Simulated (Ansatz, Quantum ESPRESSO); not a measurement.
## CO2 (Cmce): modes at Γ and the response to a field

Which modes does CO2 (Cmce) have at the zone centre?

Main program and level: Quantum ESPRESSO 7.5; DFT LDA, scalar-relativistic, plane waves, GBRV ultrasoft pseudopotentials.

### 1. The structure

It takes space group Cmce (No. 64, orthorhombic). The conventional cell has a = 5.272 Å, b = 4.775 Å, c = 6.587 Å, α = 90.00°, β = 90.00°, γ = 90.00°. Nearest to C lie 2 O at 1.17 Å. Nearest to O lie 1 C at 1.17 Å. Farther neighbours and most contacts between anions are not listed.

Structure file:

```cif
data_structure
_symmetry_space_group_name_H-M 'P 1'
_symmetry_Int_Tables_number 1
_cell_length_a 3.5563
_cell_length_b 3.5563
_cell_length_c 6.5872
_cell_angle_alpha 90.000
_cell_angle_beta 90.000
_cell_angle_gamma 84.335
_cell_volume 82.91
loop_
_atom_site_label
_atom_site_type_symbol
_atom_site_fract_x
_atom_site_fract_y
_atom_site_fract_z
_atom_site_occupancy
C1 C 0.00000 0.00000 0.00000 1
C2 C 0.50000 0.50000 0.50000 1
O3 O 0.80651 0.19349 0.89184 1
O4 O 0.19349 0.80651 0.10816 1
O5 O 0.69349 0.30651 0.39184 1
O6 O 0.30651 0.69349 0.60816 1
```

### 2. A first look

A cheap run with smearing and empty bands tells whether the crystal has a gap, which decides between fixed occupations and smearing later on.

File probe.in:

```
 &control
    calculation='scf',
    prefix='x',
    outdir='./tmp',
    pseudo_dir='./pseudo',
    tprnfor=.true.,
    tstress=.true.,
    verbosity='high',
 /
 &system
    ibrav=0,
    nat=6,
    ntyp=2,
    ecutwfc=45.0,
    ecutrho=270.0,
    occupations='smearing',
    smearing='gaussian',
    degauss=0.01,
 /
 &electrons
    conv_thr=1.0d-07,
    mixing_beta=0.7,
    electron_maxstep=100,
 /
ATOMIC_SPECIES
 C      12.0110  C.upf
 O      15.9990  O.upf
CELL_PARAMETERS angstrom
     2.635911230   -2.387378120    0.000000000
     2.635911230    2.387378120    0.000000000
     0.000000000    0.000000000    6.587174910
ATOMIC_POSITIONS crystal
 C      0.000000000   0.000000000   0.000000000
 C      0.500000000   0.500000000   0.500000000
 O      0.806508570   0.193491430   0.891843390
 O      0.193491430   0.806508570   0.108156610
 O      0.693491430   0.306508570   0.391843390
 O      0.306508570   0.693491430   0.608156610
K_POINTS automatic
 6 6 4 0 0 0
```

The run is started by

```sh
$ OMP_NUM_THREADS=1 mpirun -n 4 pw.x -nk 4 -in probe.in > probe.out
```

Log:

```text
[banners, grids, parts of the stress and lines that vanish by symmetry left out]
Program PWSCF v.7.5
     Message from routine setup:
     using ibrav=0 with symmetry is DISCOURAGED, use correct ibrav instead
[...]
kinetic-energy cutoff     =      45.0000  Ry
     charge density cutoff     =     270.0000  Ry
     scf convergence threshold =      1.0E-07
[...]
Exchange-correlation= SLA  PZ   NOGX NOGC
                           (   1   1   0   0   0   0   0)
[...]
8 Sym. Ops., with inversion, found ( 4 have fractional translation)
[...]
(     0          1          0      )
                  (     0          0          1      )
[...]
(  0.0000000  1.0000000  0.0000000 )
                  (  0.0000000  0.0000000  1.0000000 )
[...]
(     0         -1          0      )       (  0.5000000 )
[...]
number of k points=    39  Gaussian smearing, width (Ry)=  0.0100
[...]
End of self-consistent calculation
[...]
the Fermi energy is     0.5086 ev
!    total energy              =    -152.13412584 Ry
[...]
convergence has been achieved in   7 iterations
[...]
atom    1 type  1   force =     0.00000000   -0.00000000    0.00000000
     atom    2 type  1   force =    -0.00000000    0.00000000    0.00000000
     atom    3 type  2   force =    -0.00000000   -0.00943976    0.00786341
     atom    4 type  2   force =     0.00000000    0.00943976   -0.00786341
     atom    5 type  2   force =     0.00000000    0.00943976    0.00786341
     atom    6 type  2   force =    -0.00000000   -0.00943976   -0.00786341
[...]
Total force =     0.024572     Total SCF correction =     0.000437
[...]
total   stress  (Ry/bohr**3)                   (kbar)     P=      -21.83
[...]
XML data file, charge density, pseudopotentials, collected wavefunctions

   JOB DONE.
```

The job ended after 7.4 s (4 MPI ranks of Arm Neoverse V2, shared host; 29 s of CPU time).

Read from the output:

```yaml
volume_per_atom: 13.82 Å³
pressure: -2.183 GPa
gap_on_the_k_mesh: 6.345 eV
```

A gap of 6.3 eV opens on this mesh, so the crystal is taken as an insulator; the start stands at -2.2 GPa.

### 3. Relaxation

The relaxation runs at a cutoff a fifth above that of the response, since stress converges more slowly with the basis than frequencies do. Forces and stress are brought to rest with tight thresholds.

File relax.in:

```
 &control
    calculation='vc-relax',
    prefix='x',
    outdir='./tmp',
    pseudo_dir='./pseudo',
    tprnfor=.true.,
    tstress=.true.,
    forc_conv_thr=2.0d-05,
    etot_conv_thr=1.0d-07,
    nstep=40,
 /
 &system
    ibrav=0,
    nat=6,
    ntyp=2,
    ecutwfc=54,
    ecutrho=324.0,
    occupations='fixed',
    nbnd=18,
 /
 &electrons
    conv_thr=1.0d-11,
    mixing_beta=0.7,
    electron_maxstep=100,
 /
 &ions
 /
 &cell
    press_conv_thr=0.2,
 /
ATOMIC_SPECIES
 C      12.0110  C.upf
 O      15.9990  O.upf
CELL_PARAMETERS angstrom
     2.635911230   -2.387378120    0.000000000
     2.635911230    2.387378120    0.000000000
     0.000000000    0.000000000    6.587174910
ATOMIC_POSITIONS crystal
 C      0.000000000   0.000000000   0.000000000
 C      0.500000000   0.500000000   0.500000000
 O      0.806508570   0.193491430   0.891843390
 O      0.193491430   0.806508570   0.108156610
 O      0.693491430   0.306508570   0.391843390
 O      0.306508570   0.693491430   0.608156610
K_POINTS automatic
 8 8 4 0 0 0
```

The run is started by

```sh
$ OMP_NUM_THREADS=1 mpirun -n 4 pw.x -nk 4 -in relax.in > relax.out
```

Log:

```text
[banners, grids, parts of the stress and lines that vanish by symmetry left out]
[banner, memory and clock lines left out]
Program PWSCF v.7.5

[...]
kinetic-energy cutoff     =      54.0000  Ry
     charge density cutoff     =     324.0000  Ry
     scf convergence threshold =      1.0E-11
[...]
energy convergence thresh.=      1.0E-07
     force convergence thresh. =      2.0E-05
     press convergence thresh. =      2.0E-01
     Exchange-correlation= SLA  PZ   NOGX NOGC
                           (   1   1   0   0   0   0   0)
[...]
8 Sym. Ops., with inversion, found ( 4 have fractional translation)
[...]
number of k points=    63
[...]
End of self-consistent calculation
[...]
highest occupied, lowest unoccupied level (ev):    -1.7523    4.5934
!    total energy              =    -152.13642035 Ry
[...]
convergence has been achieved in  18 iterations
[...]
atom    1 type  1   force =     0.00000000   -0.00000000    0.00000000
     atom    2 type  1   force =    -0.00000000    0.00000000   -0.00000000
     atom    3 type  2   force =     0.00000000   -0.00962353    0.00801110
     atom    4 type  2   force =    -0.00000000    0.00962353   -0.00801110
     atom    5 type  2   force =    -0.00000000    0.00962353    0.00801110
     atom    6 type  2   force =     0.00000000   -0.00962353   -0.00801110
     Total force =     0.025043     Total SCF correction =     0.000001
[...]
total   stress  (Ry/bohr**3)                   (kbar)     P=      -22.07
[...]
number of bfgs steps    =   0
[...]
CELL_PARAMETERS (angstrom)
[...]
ATOMIC_POSITIONS (crystal)
C                0.0000000000       -0.0000000000        0.0000000000
C                0.5000000000        0.5000000000        0.5000000000
O                0.8075751273        0.1924248727        0.8924869578
O                0.1924248727        0.8075751273        0.1075130422
[...]
New effective cutoffs (rho, wfc):  327.15   54.53
[...]
End of self-consistent calculation
[...]
highest occupied, lowest unoccupied level (ev):    -1.6969    4.7685
!    total energy              =    -152.13571250 Ry
[...]
convergence has been achieved in   9 iterations
[...]
atom    1 type  1   force =     0.00000000   -0.00000000    0.00000000
     atom    2 type  1   force =     0.00000000    0.00000000   -0.00000000
     atom    3 type  2   force =    -0.00000000    0.03200513   -0.02405867
[...]
number of bfgs steps    =  29
[...]
highest occupied, lowest unoccupied level (ev):    -0.7105    5.7663
!    total energy              =    -152.13978418 Ry
[...]
convergence has been achieved in   6 iterations
[...]
Total force =     0.000181     Total SCF correction =     0.000000
[...]
total   stress  (Ry/bohr**3)                   (kbar)     P=       -0.07
[...]
number of bfgs steps    =  30
[...]
resetting bfgs history
[...]
New effective cutoffs (rho, wfc):  361.82   60.65
[...]
End of self-consistent calculation
[...]
highest occupied, lowest unoccupied level (ev):    -0.7105    5.7672
!    total energy              =    -152.13978463 Ry
[...]
convergence has been achieved in   7 iterations
[...]
atom    5 type  2   force =     0.00000000   -0.00024191   -0.00012878
     atom    6 type  2   force =    -0.00000000    0.00024191    0.00012878
     Total force =     0.000548     Total SCF correction =     0.000000
[...]
total   stress  (Ry/bohr**3)                   (kbar)     P=        0.23
[...]
number of bfgs steps    =  30
[...]
resetting bfgs history
     Message from routine bfgs:
[...]
CELL_PARAMETERS (angstrom)
[...]
ATOMIC_POSITIONS (crystal)
[...]
New effective cutoffs (rho, wfc):  361.82   60.65
[...]
End of self-consistent calculation
[...]
highest occupied, lowest unoccupied level (ev):    -0.7105    5.7672
!    total energy              =    -152.13978463 Ry
[...]
convergence has been achieved in   1 iterations
[...]
atom    1 type  1   force =     0.00000000    0.00000000    0.00000000
     atom    2 type  1   force =    -0.00000000   -0.00000000    0.00000000
     atom    3 type  2   force =     0.00000000    0.00024191   -0.00012879
     atom    4 type  2   force =    -0.00000000   -0.00024191    0.00012879
     atom    5 type  2   force =    -0.00000000   -0.00024191   -0.00012879
     atom    6 type  2   force =    -0.00000000    0.00024191    0.00012879
     Total force =     0.000548     Total SCF correction =     0.000000
[...]
total   stress  (Ry/bohr**3)                   (kbar)     P=        0.23
[...]
Message from routine bfgs:
[...]
bfgs failed after  37 scf cycles and  30 bfgs steps, convergence not achieved
[...]
End of BFGS Geometry Optimization
     Final enthalpy           =    -152.1397846316 Ry
     File ./tmp/x.bfgs deleted, as requested
[...]
CELL_PARAMETERS (angstrom)
[...]
ATOMIC_POSITIONS (crystal)
[...]
O                0.7035744331        0.2964255669        0.3906154984
O                0.2964255669        0.7035744331        0.6093845016
[...]
XML data file, charge density, pseudopotentials, collected wavefunctions
```

Run time: 7.1 min. Hardware: 4 MPI ranks.

The run stopped without converging: the BFGS search stopped short of its thresholds.

### 4. Relaxing the cell and atoms

The search is taken up again from its last cell, with wider thresholds.

File relax.in:

```
 &control
    calculation='vc-relax',
    prefix='x',
    outdir='./tmp',
    pseudo_dir='./pseudo',
    tprnfor=.true.,
    tstress=.true.,
    forc_conv_thr=1.0d-04,
    etot_conv_thr=1.0d-06,
    nstep=40,
 /
 &system
    ibrav=0,
    nat=6,
    ntyp=2,
    ecutwfc=54,
    ecutrho=324.0,
    occupations='fixed',
    nbnd=18,
 /
 &electrons
    conv_thr=1.0d-11,
    mixing_beta=0.7,
    electron_maxstep=100,
 /
 &ions
 /
 &cell
    press_conv_thr=0.5,
 /
ATOMIC_SPECIES
 C      12.0110  C.upf
 O      15.9990  O.upf
CELL_PARAMETERS angstrom
     2.559471743   -2.317205504    0.000000000
     2.559471743    2.317205504    0.000000000
     0.000000000    0.000000000    6.213663898
ATOMIC_POSITIONS crystal
 C      0.000000000   0.000000000   0.000000000
 C      0.500000000   0.500000000   0.500000000
 O      0.796425567   0.203574433   0.890615498
 O      0.203574433   0.796425567   0.109384502
 O      0.703574433   0.296425567   0.390615498
 O      0.296425567   0.703574433   0.609384502
K_POINTS automatic
 8 8 4 0 0 0
```

Log:

```text
[banners, grids, parts of the stress and lines that vanish by symmetry left out]
[banner, memory and clock lines left out]
Program PWSCF v.7.5

[...]
kinetic-energy cutoff     =      54.0000  Ry
     charge density cutoff     =     324.0000  Ry
     scf convergence threshold =      1.0E-11
[...]
energy convergence thresh.=      1.0E-06
     force convergence thresh. =      1.0E-04
     press convergence thresh. =      5.0E-01
     Exchange-correlation= SLA  PZ   NOGX NOGC
                           (   1   1   0   0   0   0   0)
[...]
8 Sym. Ops., with inversion, found ( 4 have fractional translation)
[...]
number of k points=    63
[...]
End of self-consistent calculation
[...]
highest occupied, lowest unoccupied level (ev):    -0.7103    5.7672
!    total energy              =    -152.13910679 Ry
[...]
convergence has been achieved in  15 iterations
[...]
atom    1 type  1   force =    -0.00000000   -0.00000000    0.00000000
     atom    2 type  1   force =     0.00000000    0.00000000    0.00000000
     atom    3 type  2   force =     0.00000000    0.00030760   -0.00017860
     atom    4 type  2   force =     0.00000000   -0.00030760    0.00017860
     atom    5 type  2   force =    -0.00000000   -0.00030760   -0.00017860
     atom    6 type  2   force =    -0.00000000    0.00030760    0.00017860
     Total force =     0.000711     Total SCF correction =     0.000002
[...]
total   stress  (Ry/bohr**3)                   (kbar)     P=       -0.68
[...]
number of bfgs steps    =   0
[...]
CELL_PARAMETERS (angstrom)
[...]
ATOMIC_POSITIONS (crystal)
C                0.0000000000       -0.0000000000        0.0000000000
C                0.5000000000        0.5000000000        0.5000000000
O                0.7963904443        0.2036095557        0.8906002878
O                0.2036095557        0.7963904443        0.1093997122
[...]
New effective cutoffs (rho, wfc):  323.97   54.02
[...]
End of self-consistent calculation
[...]
highest occupied, lowest unoccupied level (ev):    -0.7067    5.7704
!    total energy              =    -152.13910801 Ry
[...]
convergence has been achieved in   5 iterations
[...]
atom    1 type  1   force =     0.00000000   -0.00000000    0.00000000
     atom    2 type  1   force =    -0.00000000   -0.00000000    0.00000000
     atom    3 type  2   force =     0.00000000    0.00005833    0.00000102
     atom    4 type  2   force =    -0.00000000   -0.00005833   -0.00000102
     atom    5 type  2   force =    -0.00000000   -0.00005833    0.00000102
     atom    6 type  2   force =    -0.00000000    0.00005833   -0.00000102
     Total force =     0.000117     Total SCF correction =     0.000006
[...]
total   stress  (Ry/bohr**3)                   (kbar)     P=       -0.88
[...]
number of bfgs steps    =   1
[...]
WARNING: bfgs curvature condition failed, Theta= 0.969
[...]
CELL_PARAMETERS (angstrom)
[...]
ATOMIC_POSITIONS (crystal)
[...]
New effective cutoffs (rho, wfc):  324.09   54.04
[...]
End of self-consistent calculation
[...]
highest occupied, lowest unoccupied level (ev):    -0.7018    5.7761
!    total energy              =    -152.13910960 Ry
[...]
convergence has been achieved in   7 iterations
[...]
atom    1 type  1   force =     0.00000000    0.00000000   -0.00000000
[...]
number of bfgs steps    =   2
[...]
CELL_PARAMETERS (angstrom)
[...]
ATOMIC_POSITIONS (crystal)
[...]
New effective cutoffs (rho, wfc):  324.28   54.07
[...]
End of self-consistent calculation
[...]
highest occupied, lowest unoccupied level (ev):    -0.6943    5.7845
!    total energy              =    -152.13911169 Ry
[...]
convergence has been achieved in   7 iterations
[...]
Total force =     0.000152     Total SCF correction =     0.000000
[...]
total   stress  (Ry/bohr**3)                   (kbar)     P=       -0.65
[...]
number of bfgs steps    =   3
[...]
CELL_PARAMETERS (angstrom)
[...]
ATOMIC_POSITIONS (crystal)
[...]
New effective cutoffs (rho, wfc):  324.56   54.12
[...]
End of self-consistent calculation
[...]
highest occupied, lowest unoccupied level (ev):    -0.6831    5.7971
!    total energy              =    -152.13911418 Ry
[...]
convergence has been achieved in   7 iterations
[...]
Total force =     0.000135     Total SCF correction =     0.000000
[...]
total   stress  (Ry/bohr**3)                   (kbar)     P=       -0.47
[...]
number of bfgs steps    =   4
[...]
CELL_PARAMETERS (angstrom)
[...]
ATOMIC_POSITIONS (crystal)
[...]
New effective cutoffs (rho, wfc):  324.97   54.20
[...]
End of self-consistent calculation
[...]
highest occupied, lowest unoccupied level (ev):    -0.6664    5.8161
!    total energy              =    -152.13911460 Ry
[...]
convergence has been achieved in   7 iterations
[...]
atom    5 type  2   force =     0.00000000   -0.00005381    0.00001105
     atom    6 type  2   force =     0.00000000    0.00005381   -0.00001105
     Total force =     0.000110     Total SCF correction =     0.000000
[...]
total   stress  (Ry/bohr**3)                   (kbar)     P=       -0.19
[...]
bfgs converged in   6 scf cycles and   5 bfgs steps
[...]
End of BFGS Geometry Optimization
     Final enthalpy           =    -152.1391146034 Ry
     File ./tmp/x.bfgs deleted, as requested
[...]
CELL_PARAMETERS (angstrom)
[...]
ATOMIC_POSITIONS (crystal)
[...]
O                0.7039205683        0.2960794317        0.3904834392
O                0.2960794317        0.7039205683        0.6095165608
[...]
Final scf calculation at the relaxed structure.
[...]
kinetic-energy cutoff     =      54.0000  Ry
     charge density cutoff     =     324.0000  Ry
     scf convergence threshold =      1.0E-13
[...]
press convergence thresh. =      5.0E-01
     Exchange-correlation= SLA  PZ   NOGX NOGC
                           (   1   1   0   0   0   0   0)
[...]
8 Sym. Ops., with inversion, found ( 4 have fractional translation)
[...]
number of k points=    63
[...]
c_bands:  1 eigenvalues not converged
     c_bands:  1 eigenvalues not converged
     c_bands:  1 eigenvalues not converged
[...]
End of self-consistent calculation
[...]
highest occupied, lowest unoccupied level (ev):    -0.6663    5.8161
!    total energy              =    -152.13908241 Ry
[...]
convergence has been achieved in  13 iterations
[...]
atom    1 type  1   force =     0.00000000    0.00000000    0.00000000
     atom    2 type  1   force =     0.00000000    0.00000000    0.00000000
     atom    3 type  2   force =     0.00000000    0.00005627    0.00000888
     atom    4 type  2   force =     0.00000000   -0.00005627   -0.00000888
     atom    5 type  2   force =    -0.00000000   -0.00005627    0.00000888
     atom    6 type  2   force =    -0.00000000    0.00005627   -0.00000888
     Total force =     0.000114     Total SCF correction =     0.000000
[...]
total   stress  (Ry/bohr**3)                   (kbar)     P=       -0.22
[...]
XML data file, charge density, pseudopotentials, collected wavefunctions
```

The job ended after 92 s (4 MPI ranks; 6.1 min of CPU time).

The steps of the relaxation:

```csv
step,energy less that of the first step (eV),largest force (eV/Å),pressure (GPa),volume (Å³)
1,0.0000,0.0091,-0.07,73.70
2,0.0000,0.0015,-0.09,73.68
3,0.0000,0.0023,-0.08,73.64
4,-0.0001,0.0020,-0.07,73.58
5,-0.0001,0.0017,-0.05,73.50
6,-0.0001,0.0014,-0.02,73.37
7,0.0003,0.0015,-0.02,73.37
```

```csv
"conventional cell, symmetrised",before,after,change
a (Å),5.119,5.112,-0.1 %
b (Å),4.634,4.628,-0.1 %
c (Å),6.214,6.202,-0.2 %
volume (Å³/atom),12.28,12.23,-0.5 %
```

The relaxed structure:

```cif
data_structure
_symmetry_space_group_name_H-M 'P 1'
_symmetry_Int_Tables_number 1
_cell_length_a 3.4478
_cell_length_b 3.4478
_cell_length_c 6.2020
_cell_angle_alpha 90.000
_cell_angle_beta 90.000
_cell_angle_gamma 84.318
_cell_volume 73.37
loop_
_atom_site_label
_atom_site_type_symbol
_atom_site_fract_x
_atom_site_fract_y
_atom_site_fract_z
_atom_site_occupancy
C1 C 0.00000 0.00000 0.00000 1
C2 C 0.50000 0.50000 0.50000 1
O3 O 0.79608 0.20392 0.89048 1
O4 O 0.20392 0.79608 0.10952 1
O5 O 0.70392 0.29608 0.39048 1
O6 O 0.29608 0.70392 0.60952 1
```

The last row of the table of steps is pw.x's closing run on a basis chosen anew for the final cell, so its energy can jump.

Read from the output:

```
volume per atom   : 12.23 Å³
pressure          : -0.02200 GPa
gap on the k-mesh : 6.482 eV
```

The volume changes by -0.5 % from the cell with which this run began.

(Continued in part 2 of 4.)

[Host names and launcher messages were left out of these logs when they were recorded.]

[Logs are printed without paths, hosts, clocks, repeated set-up lines and the standing remarks that a program may print on its own settings, such as how far it seeks lower states.]

[Hosts, paths, dates, database ids (printed as entryN), source tags and the programs' standing remarks are cut or masked in the printed files.]
